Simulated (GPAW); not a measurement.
## Quasiparticle gap of ZrSe3 (P2_1/m) in GPAW

Aim: the G0W0 gap of ZrSe3 (P2_1/m) on LDA, step by step.

Method: LDA and many-body steps on it, plane waves, in GPAW 26.7.0.

Report form: the programs' logs are mostly left out.

### Step 1. The starting structure

The structure is monoclinic, space group P2_1/m (No. 11). The conventional cell has a = 5.411 Å, b = 3.749 Å, c = 9.444 Å, α = 90.00°, β = 97.48°, γ = 90.00°. Zr has 8 Se at 2.72 to 2.87 Å nearest. Nearest to Se lie 4 Zr at 2.72 to 2.87 Å. Nearest to Se lie 1 Se at 2.34 Å and 2 Zr at 2.73 Å. Se has 1 Se at 2.34 Å and 2 Zr at 2.74 Å nearest. Farther neighbours and most contacts between anions are not listed.

The cell and positions come from the Crystallography Open Database and are kept as given unless a step says otherwise.

### Step 2. Ground state

This step: GPAW 26.7.0; DFT, LDA, plane waves, PAW.

The ground-state density comes first.

run.py

```python
import json
import numpy as np
from gpaw.mpi import world
from ase import Atoms
from gpaw import GPAW, PW, FermiDirac

atoms = Atoms(['Zr', 'Zr', 'Se', 'Se', 'Se', 'Se', 'Se', 'Se'],
    cell=[[5.4109000000, 0.0000000000, 0.0000000000],
      [0.0000000000, 3.7488000000, 0.0000000000],
      [-1.2294209091, 0.0000000000, 9.3636349901]],
    scaled_positions=[[0.2850000000, 0.2500000000, 0.6560000000],
      [0.7150000000, 0.7500000000, 0.3440000000],
      [0.7620000000, 0.2500000000, 0.5540000000],
      [0.2380000000, 0.7500000000, 0.4460000000],
      [0.4560000000, 0.2500000000, 0.1740000000],
      [0.5440000000, 0.7500000000, 0.8260000000],
      [0.8880000000, 0.2500000000, 0.1690000000],
      [0.1120000000, 0.7500000000, 0.8310000000]],
    pbc=(True, True, True))
calc = GPAW(mode=PW(450),
    xc='LDA',
    kpts={'size': (4, 6, 4), 'gamma': True},
    occupations=FermiDirac(0.001),
    nbands=-10,
    convergence={'density': 1e-6, 'bands': -3},
    maxiter=100,
    txt='gs.txt')
atoms.calc = calc
res = {'energy': atoms.get_potential_energy()}
kpts = calc.get_ibz_k_points()
res['kpts'] = kpts
res['eigenvalues'] = [calc.get_eigenvalues(kpt=k) for k in range(len(kpts))]
res['n_electrons'] = calc.get_number_of_electrons()
calc.write('gs.gpw')

if world.rank == 0:
    with open('result.json', 'w') as f:
        json.dump(res, f, default=lambda x: x.tolist())
```

On the command line:

```
mpirun -n 12 gpaw python run.py
```

The job ended after 1.7 min (12 MPI ranks of Intel Xeon Platinum 8375C at 2.90GHz (Ice Lake), shared host; peak memory 2.3 GiB).

Numbers from this step:

```yaml
total_energy: -49.99 eV
gap: 0.2904 eV
k_of_the_valence_top: 0, 0, 0
k_of_the_conduction_bottom: 0.5, 0.1667, 0
least_direct_gap: 0.5805 eV
```

The gap is indirect, with the least direct gap 0.29 eV higher.

### Step 3. Empty states on the mesh, 2×4×2 mesh, 318 bands

The sums over transitions need many empty states on a uniform mesh; this step solves for them.

run.py

```python
import json
import numpy as np
from gpaw.mpi import world
from gpaw import GPAW

calc = GPAW('gs.gpw').fixed_density(kpts={'size': (2, 4, 2), 'gamma': True},
    parallel={'domain': 1, 'band': 1},
    txt='nscf.txt')
calc.diagonalize_full_hamiltonian(nbands=318)
calc.write('full.gpw', mode='all')
res = {}
kpts = calc.get_ibz_k_points()
res['kpts'] = kpts
res['eigenvalues'] = [calc.get_eigenvalues(kpt=k) for k in range(len(kpts))]
res['n_electrons'] = calc.get_number_of_electrons()

if world.rank == 0:
    with open('result.json', 'w') as f:
        json.dump(res, f, default=lambda x: x.tolist())
```

On the command line:

```
mpirun -n 12 gpaw python run.py
```

Elapsed: 1.8 min, on 12 MPI ranks; peak memory 15 GiB.

This step gave:

| Quantity | Value |
| --- | --- |
| gap | 0.3077 eV |
| k of the valence top | 0, 0, 0 |
| k of the conduction bottom | 0.5, 0, 0 |
| least direct gap | 0.5848 eV |
| k points computed | 12 |
| lowest point of the top converged band, above the valence top | 66.2552 eV |

On this mesh the gap is 0.308 eV.

### Step 4. Screening and self-energy, 2×4×2 mesh, 308 bands, screening to 80 eV

Now the one-shot GW correction: screening in the RPA, then the self-energy of the levels asked for.

This step: G0W0 on LDA, plane waves, PAW.

run.py

```python
import json
import numpy as np
from gpaw.mpi import world
from gpaw.response.g0w0 import G0W0

gw = G0W0('full.gpw',
    filename='gw',
    kpts=[0, 1, 6],
    bands=(28, 32),
    ecut=80,
    nbands=308,
    integrate_gamma='WS',
    ppa=True)
gw.calculate()
res = {mode: {k: v for k, v in r.items() if k != 'sigma_eskwn'}
       for mode, r in gw.all_results.items()}

if world.rank == 0:
    with open('result.json', 'w') as f:
        json.dump(res, f, default=lambda x: x.tolist())
```

On the command line:

```
mpirun -n 12 gpaw python run.py
```

It took 3.1 min on 12 MPI ranks; peak memory 5.8 GiB; 37 min of CPU time.

This step gave:

```
G0W0 gap on the points computed              : 0.9488 eV
least direct G0W0 gap on the computed points : 1.288 eV
Z at the valence top                         : 0.7887
Z at the conduction bottom                   : 0.7877
starting gap on the mesh                     : 0.3077 eV
k of the valence top                         : 0, 0, 0
k of the conduction bottom                   : 0.5, 0, 0
```

The gap on the mesh goes from 0.31 eV to 0.95 eV, a correction of +0.64 eV.

Limits: finite bands, cutoff and mesh; no spin-orbit coupling; coarse k mesh. v1 is the top filled band, c1 the lowest empty one. The levels before and after the correction (eV, zero at the valence-band top of each column):

|  | conduction bottom | valence top |
| --- | --- | --- |
| Kohn-Sham | 0.31 | 0.00 |
| G0W0 | 0.95 | 0.00 |

|  | level | energy (eV) |
| --- | --- | --- |
| Kohn-Sham | Γ v2 | -0.118 |
| Kohn-Sham | Γ v1 | 0.000 |
| Kohn-Sham | Γ c1 | 0.647 |
| Kohn-Sham | Γ c2 | 1.016 |
| Kohn-Sham | (0.5 0 0) v2 | -0.365 |
| Kohn-Sham | (0.5 0 0) v1 | -0.293 |
| Kohn-Sham | (0.5 0 0) c1 | 0.308 |
| Kohn-Sham | (0.5 0 0) c2 | 0.647 |
| G0W0 | Γ v2 | -0.051 |
| G0W0 | Γ v1 | 0.000 |
| G0W0 | Γ c1 | 1.370 |
| G0W0 | Γ c2 | 1.918 |
| G0W0 | (0.5 0 0) v2 | -0.427 |
| G0W0 | (0.5 0 0) v1 | -0.339 |
| G0W0 | (0.5 0 0) c1 | 0.949 |
| G0W0 | (0.5 0 0) c2 | 1.367 |

### Step 5. Where the time went

Times are wall times on 12 MPI ranks of Intel Xeon Platinum 8375C at 2.90GHz (Ice Lake), shared host, good to a factor of about two.

| step | time | share | memory (GiB) |
| --- | --- | --- | --- |
| ground state | 1.7 min | 26 % | 2.3 |
| empty states on the mesh | 1.8 min | 27 % | 15 |
| screening and self-energy | 3.1 min | 47 % | 5.8 |

### Step 6. Outcome

```
LDA gap              : 0.29 eV, indirect
G0W0 gap on the mesh : 0.95 eV
GW settings          : 2×4×2 mesh, 308 bands, screening to 80 eV, Godby-Needs plasmon pole
known limits         : not at the basis limit; no spin-orbit coupling; coarse k mesh
```

In words: G0W0 moves the gap on the mesh from 0.31 eV to 0.95 eV (+0.64 eV), with Z of 0.79 and 0.79 at the edges. Only 3 of the mesh's irreducible points were corrected, so a valley elsewhere could overtake. The dearest step here is «screening and self-energy». Bands and cutoff are finite, so the gap is not at the basis limit. The miss can reach some tenths of an eV and take either sign; the mesh is an error of its own. These stock PAW sets were not made for GW; the filled d or f shell of Se lies in the frozen core, which bears on start and correction. In the G0W0 run levels were corrected at 3 k points alone, so a gap called «on the mesh» is the least over those, and an edge elsewhere would be missed. The 2×4×2 mesh is coarse for this cell, which bears on the long-range parts of exchange and screening. The many-body steps are scalar-relativistic: spin-orbit coupling is not in them.

[Paths, hosts, dates, memory and timing lines, banners, echoed tables and standing remarks are left out of the program output.]

[Logs are printed without paths, hosts, clocks, repeated set-up lines and the standing remarks that a program may print on its own settings, such as how far it seeks lower states.]

[Runs of the session that timed out or met a known fault of the program may be left out.]

[Hosts, paths, dates, database ids (printed as entryN), source tags and the programs' standing remarks are cut or masked in the printed files.]
